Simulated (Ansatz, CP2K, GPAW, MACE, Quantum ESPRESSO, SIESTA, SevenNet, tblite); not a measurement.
**tblite runs on Σ7 (111) twist boundary in CsBr (84 atoms)**

Aim: run Σ7 (111) twist boundary in CsBr (84 atoms) in tblite and see how near its forces come to a plane-wave reference, and at what cost.

Program: tblite 0.8.0. Level of theory: the method is named at each step. Results are calculated unless marked as measured.

**1. The structure**

The cell holds 84 atoms: 42 Cs and 42 Br. Cell: a = 16.052 Å, b = 16.052 Å, c = 16.126 Å, α = 90.0°, β = 90.0°, γ = 60.0°. It derives from CsBr (CsCl-type). CsCl-type CsBr (a = 4.29 Å); two grains turned against each other by 81.79 deg about [111]; 1 x 1 coincidence cells, 1 lattice periods a grain, two boundaries a cell, upper grain shifted by [0.246, 0] of the boundary cell and opened by 1.98 Å, no atom removed; minimised with a classical potential (one cell length free). Then every atom was moved at random, 0.03 Å r.m.s. a Cartesian component. Regions: lower grain, 42 atoms (21 Cs and 21 Br); upper grain, 42 atoms (21 Cs and 21 Br). The structure's axis is c.

The yardstick, on the same geometry:

| Quantity | Value |
| --- | --- |
| method | Kohn-Sham DFT, PBE, PAW, plane waves (Ansatz 0.2.0); cutoff 420 eV, Γ point, fermi-dirac smearing of 0.05 eV; PAW set soft_2 |
| r.m.s. force component | 0.1095 eV/Å |
| longest force | 0.4964 eV/Å |
| pressure | 0.9137 GPa |
| gap (highest filled to lowest empty level) | 3.583 eV |
| SCF cycles | 6 |
| time | 24 s on 8 threads of Arm Neoverse V2, shared host |
| CPU time | 3 min |

**2. IPEA1-xTB**

Method: IPEA1-xTB tight binding, diagonalisation.

File run.py:

```python
import numpy as np
from ase.io import read
from tblite.ase import TBLite

atoms = read("structure.xyz")
atoms.calc = TBLite(method="IPEA1-xTB", electronic_temperature=580, accuracy=1.0, max_iterations=250, mixer_damping=0.1, verbosity=1)
energy = atoms.get_potential_energy()
forces = atoms.get_forces()
print(f"energy {energy:.6f} eV")
print("forces (eV/A)")
for i, (a, f) in enumerate(zip(atoms, forces)):
    print(f"{i:4d} {a.symbol:2s} {f[0]:10.5f} {f[1]:10.5f} {f[2]:10.5f}")
stress = -atoms.get_stress(voigt=False) * 160.21766
print("stress (GPa, compression positive)")
for row in stress:
    print(" ".join(f"{x:10.4f}" for x in row))
print("charges (e)")
print(np.array2string(atoms.get_charges(), precision=4, suppress_small=True, max_line_width=110, threshold=100000))
```

File structure.xyz:

```xyz
84
Lattice="16.05171 0.00000 0.00000 8.02586 13.90119 0.00000 0.00000 0.00000 16.12598" Properties=species:S:1:pos:R:3 pbc="T T T"
Cs 13.48569 9.59182 1.24235
Br 13.48464 9.66202 4.75668
Cs 12.48920 13.05683 3.61141
Br 13.16209 11.91276 7.65097
Cs 1.22531 0.09661 1.06641
Br 1.12394 0.01529 4.66557
Cs 17.94260 5.93720 0.60698
Br 18.25682 5.99266 4.55607
Cs 15.98197 3.31279 3.39081
Br 15.77506 3.31474 6.99948
Cs 19.36093 12.05761 1.11156
Br 19.38509 12.03273 4.52043
Cs 17.11514 9.18785 3.26309
Br 17.35511 9.26792 6.86757
Cs 14.94198 6.66020 6.05595
Br 14.80385 6.50103 2.42293
Cs 15.93887 12.42044 5.44913
Br 15.86022 12.37456 1.91722
Cs 6.59934 1.81021 1.25009
Br 6.57960 1.83301 4.81102
Cs 7.67392 8.41092 0.62730
Br 7.81967 8.13261 4.16582
Cs 5.41641 5.38268 3.17375
Br 5.38696 5.38365 6.71002
Cs 3.15023 2.74229 6.03225
Br 3.31990 2.56296 2.50098
Cs 6.74533 11.51144 3.10651
Br 6.77896 11.63252 6.65035
Cs 20.70823 8.70395 5.69312
Br 20.47653 8.61651 2.06961
Cs 12.27057 4.14144 1.18687
Br 12.21840 4.15701 4.81361
Cs 10.13954 1.33674 3.34001
Br 10.04917 1.20940 7.40602
Cs 11.14254 7.29409 3.43483
Br 8.99321 7.38473 7.88448
Cs 8.76672 4.66760 5.50751
Br 8.78462 4.62632 1.97043
Cs 10.06419 10.53585 5.97258
Br 10.24300 10.72046 2.14637
Cs 13.51225 0.83477 5.50476
Br 13.61947 0.88092 2.01978
Cs 2.71563 0.08674 9.07006
Br 2.80857 0.06005 12.71001
Cs 13.35101 1.80854 9.27631
Br 13.37348 1.79437 12.88772
Cs 7.72023 4.17091 9.20890
Br 7.71630 4.17578 12.89127
Cs 9.94355 1.39040 11.38188
Br 9.95535 1.28739 15.42531
Cs 18.06604 6.03256 8.58531
Br 17.88426 6.00045 12.62116
Cs 4.01887 3.29180 11.49057
Br 4.23500 3.33059 15.01813
Cs 6.51001 0.86618 13.56388
Br 6.32036 0.90942 10.09277
[... 24 atom lines left out ...]
Cs 9.95046 10.50485 14.01428
Br 9.75455 10.68320 10.26564
Cs 20.10373 12.39972 13.52244
Br 20.24129 12.29463 9.98118
```

Launch:

```sh
$ OMP_NUM_THREADS=1 python run.py > output.txt
```

The program printed:

```text
------------------------------------------------------------
  cycle        total energy    energy error   density error
------------------------------------------------------------
      1     -178.4630275178  -1.7828657E+02   5.8846274E-01
      2     -180.3585485274  -1.8955210E+00   5.1826159E-01
      3     -175.5857650705   4.7727835E+00   2.9847935E-01
      4     -173.9356601679   1.6501049E+00   3.8877824E-01
      5     -181.3750619682  -7.4394018E+00   7.8082082E-02
      6     -181.3384855141   3.6576454E-02   7.7807313E-02
      7     -181.3384862156  -7.0142511E-07   7.6068230E-02
      8     -181.4210304323  -8.2544217E-02   6.5619869E-02
      9     -181.4103429583   1.0687474E-02   6.5477668E-02
     10     -181.3874260876   2.2916871E-02   6.7203756E-02
     11     -181.5062174667  -1.1879138E-01   5.4182743E-02
     12     -181.5058002520   4.1721474E-04   5.4270191E-02
     13     -181.5131145337  -7.3142817E-03   5.3444896E-02
     14     -181.6113726354  -9.8258102E-02   3.9074786E-02
     15     -181.6129954256  -1.6227901E-03   3.8877060E-02
     16     -181.6142607854  -1.2653598E-03   3.8676235E-02
     17     -181.6700669989  -5.5806214E-02   2.8828072E-02
     18     -181.6585262619   1.1540737E-02   3.1379994E-02
     19     -181.6495771194   8.9491425E-03   3.3564157E-02
     20     -181.6987161018  -4.9138982E-02   1.9833730E-02
     21     -181.7127791338  -1.4063032E-02   1.4217335E-02
     22     -181.7226561497  -9.8770159E-03   7.0272716E-03
     23     -181.7236633780  -1.0072283E-03   5.7547872E-03
     24     -181.7246437291  -9.8035112E-04   4.4146848E-03
[...]
32     -181.7257839757  -1.9100189E-06   2.6116926E-04
     33     -181.7257854401  -1.4644287E-06   2.0686116E-04
     34     -181.7257865844  -1.1442958E-06   1.4498882E-04
     35     -181.7257871423  -5.5791278E-07   1.0278875E-04
     36     -181.7257875906  -4.4829886E-07   5.4457097E-05
     37     -181.7257877225  -1.3189231E-07   2.9201348E-05
     38     -181.7257877487  -2.6194101E-08   2.0640227E-05
     39     -181.7257877652  -1.6497381E-08   1.3151420E-05
------------------------------------------------------------
 total:                                   4.120 sec
energy -4945.010561 eV
forces (eV/A)
   0 Cs    0.17145    0.22188   -0.32517
   1 Br    0.07369   -0.00576    0.06435
   2 Cs   -0.25532    0.03634    0.00382
   3 Br   -0.00090   -0.00454   -0.10556
   4 Cs    0.17503   -0.00235   -0.29949
   5 Br   -0.04096    0.02508    0.05634
   6 Cs    0.04533   -0.00522   -0.08219
   7 Br   -0.05758    0.01400    0.01764
   8 Cs   -0.12453    0.19705   -0.04398
   9 Br    0.03157    0.03141   -0.01071
  10 Cs   -0.34591   -0.16298    0.37822
  11 Br   -0.01609   -0.07813    0.02100
  12 Cs    0.09496   -0.10899   -0.05102
  13 Br   -0.01560    0.01917    0.03805
  14 Cs   -0.14635   -0.08366   -0.18402
  15 Br   -0.07253    0.02195    0.05761
  16 Cs    0.07765    0.18766   -0.54287
  17 Br   -0.00949    0.04512    0.04827
  18 Cs    0.05780    0.15013    0.08194
  19 Br    0.02593    0.09140   -0.02326
  20 Cs    0.05401   -0.31564   -0.06562
  21 Br   -0.01967   -0.03862    0.01063
  22 Cs    0.00218   -0.06313   -0.10659
  23 Br   -0.02160    0.04236    0.07603
[...]
76 Cs    0.10530   -0.06466    0.04398
  77 Br    0.01416    0.01017   -0.08448
  78 Cs    0.27529    0.09460   -0.03672
  79 Br   -0.01918    0.01196   -0.15121
  80 Cs    0.22100    0.11016    0.15275
  81 Br    0.07712   -0.04407   -0.10901
  82 Cs   -0.07708    0.25319   -0.31693
  83 Br   -0.02598    0.12237    0.03998
stress (GPa, compression positive)
    0.8893    -0.0023    -0.0269
   -0.0023     0.7451    -0.0571
   -0.0269    -0.0571     1.3701
charges (e)
[ 0.3183 -0.3255  0.33   -0.3257  0.3048 -0.3258  0.3128 -0.3251  0.3284 -0.3273  0.3386 -0.3307  0.3298
 -0.3249  0.3346 -0.3278  0.3476 -0.3318  0.3298 -0.333   0.316  -0.3244  0.3237 -0.3255  0.3276 -0.3263
  0.3383 -0.325   0.3269 -0.3222  0.3311 -0.3339  0.309  -0.3244  0.3236 -0.3256  0.3313 -0.3305  0.3291
 -0.3308  0.3461 -0.3322  0.3048 -0.3271  0.332  -0.3341  0.3291 -0.3329  0.3097 -0.3223  0.3143 -0.3241
  0.3273 -0.3272  0.3438 -0.3312  0.3182 -0.3255  0.3246 -0.3253  0.322  -0.3252  0.3218 -0.3272  0.3258
 -0.3251  0.3349 -0.3323  0.3403 -0.3275  0.328  -0.3222  0.3289 -0.3281  0.3383 -0.3249  0.3292 -0.323
  0.3295 -0.3268  0.3298 -0.3317  0.3455 -0.3331]
```

It took 4.6 s on 1 thread of Arm Neoverse V2, shared host; peak memory 0.2 GiB.

Banners, paths, timers and routine set-up lines are dropped from the logs unmarked, and long logs keep their key lines alone; longer cuts are marked.

Numbers from this run, and their distance from the reference:

| Property | Result |
| --- | --- |
| r.m.s. force component | 0.1465 eV/Å |
| r.m.s. difference of force components | 154.2 meV/Å |
| longest difference of force vectors | 853.1 meV/Å |
| force difference over r.m.s. force | 140.8 % |
| slope of forces against the reference's | 0.4029 |
| correlation of force components | 0.3012 |
| pressure | 1.002 GPa |
| pressure difference | 0.0878 GPa |

Length of the force difference by element (eV/Å):

| element | atoms | mean | most |
| --- | --- | --- | --- |
| Br | 42 | 0.16 | 0.27 |
| Cs | 42 | 0.30 | 0.85 |

Local excerpt of 9 atoms (numbers count through the whole input) about Cs7, which has 8 bonded neighbours where the commonest count for Cs is 7; x, y, z are measured from there.

| atom | x | y | z | distance (Å) | bonds | Mulliken charge (e) | Fx | Fy | Fz (eV/Å) |
| --- | --- | --- | --- | --- | --- | --- | --- | --- | --- |
| Cs7 | 0.00 | 0.00 | 0.00 | 0.00 | 8 | 0.31 | 0.045 | -0.005 | -0.082 |
| Br16 | -3.14 | 0.56 | 1.82 | 3.67 | 7 | -0.33 | -0.073 | 0.022 | 0.058 |
| Br72 | 0.73 | 3.37 | -1.81 | 3.90 | 6 | -0.32 | 0.035 | -0.050 | 0.071 |
| Br54 | 2.34 | -2.61 | -1.71 | 3.90 | 6 | -0.33 | -0.058 | 0.013 | 0.050 |
| Br60 | -3.39 | -0.57 | -1.91 | 3.93 | 6 | -0.33 | 0.060 | 0.053 | 0.025 |
| Br8 | 0.31 | 0.06 | 3.95 | 3.96 | 8 | -0.33 | -0.058 | 0.014 | 0.018 |
| Br30 | 2.53 | 2.68 | 1.46 | 3.97 | 7 | -0.32 | -0.020 | 0.016 | -0.064 |
| Br52 | -0.06 | 0.06 | -4.11 | 4.11 | 8 | -0.32 | -0.066 | 0.026 | 0.028 |
| Br26 | 1.43 | -3.37 | 1.89 | 4.12 | 7 | -0.33 | -0.059 | 0.061 | -0.007 |

Atoms are counted from 1 here, from 0 in the log.

Forces lie 141 % from the reference's, at 0.025 times its CPU time (on 1 against 8 cores).

Further runs of this program without a result: tblite GFN2-xTB (not converged).

**3. What came out**

- force difference from the reference: tblite IPEA1-xTB, 141 %
- its CPU time: 4.6 s

Tight binding differs by 141 % (tblite IPEA1-xTB); it is another model, with fitted parameters of its own, and the xTB methods hold dispersion. IPEA1-xTB was fitted to ionisation energies and electron affinities, not to forces or charges. One electronic-structure run takes under half the reference's CPU time: tblite IPEA1-xTB, at 141 % in 4.6 s against 3 min, too far off to be of use. Periodic xTB results under one method name differ between programs and library versions. The host structure and its lattice constant were typed by rule, without a check against the phase diagram. The electronic-structure runs sample only Γ, in a cell whose shortest periodic width is 14 Å. Spin–orbit coupling is left out, which matters for the levels of the heavy elements.

[Also dropped from logs without a mark: logging warnings of Python, and SIESTA's first energy breakdown and zero terms.]

[Logs are printed without paths, hosts, clocks, repeated set-up lines and the standing remarks that a program may print on its own settings, such as how far it seeks lower states.]

[Hosts, paths, dates, database ids (printed as entryN), source tags and the programs' standing remarks are cut or masked in the printed files.]
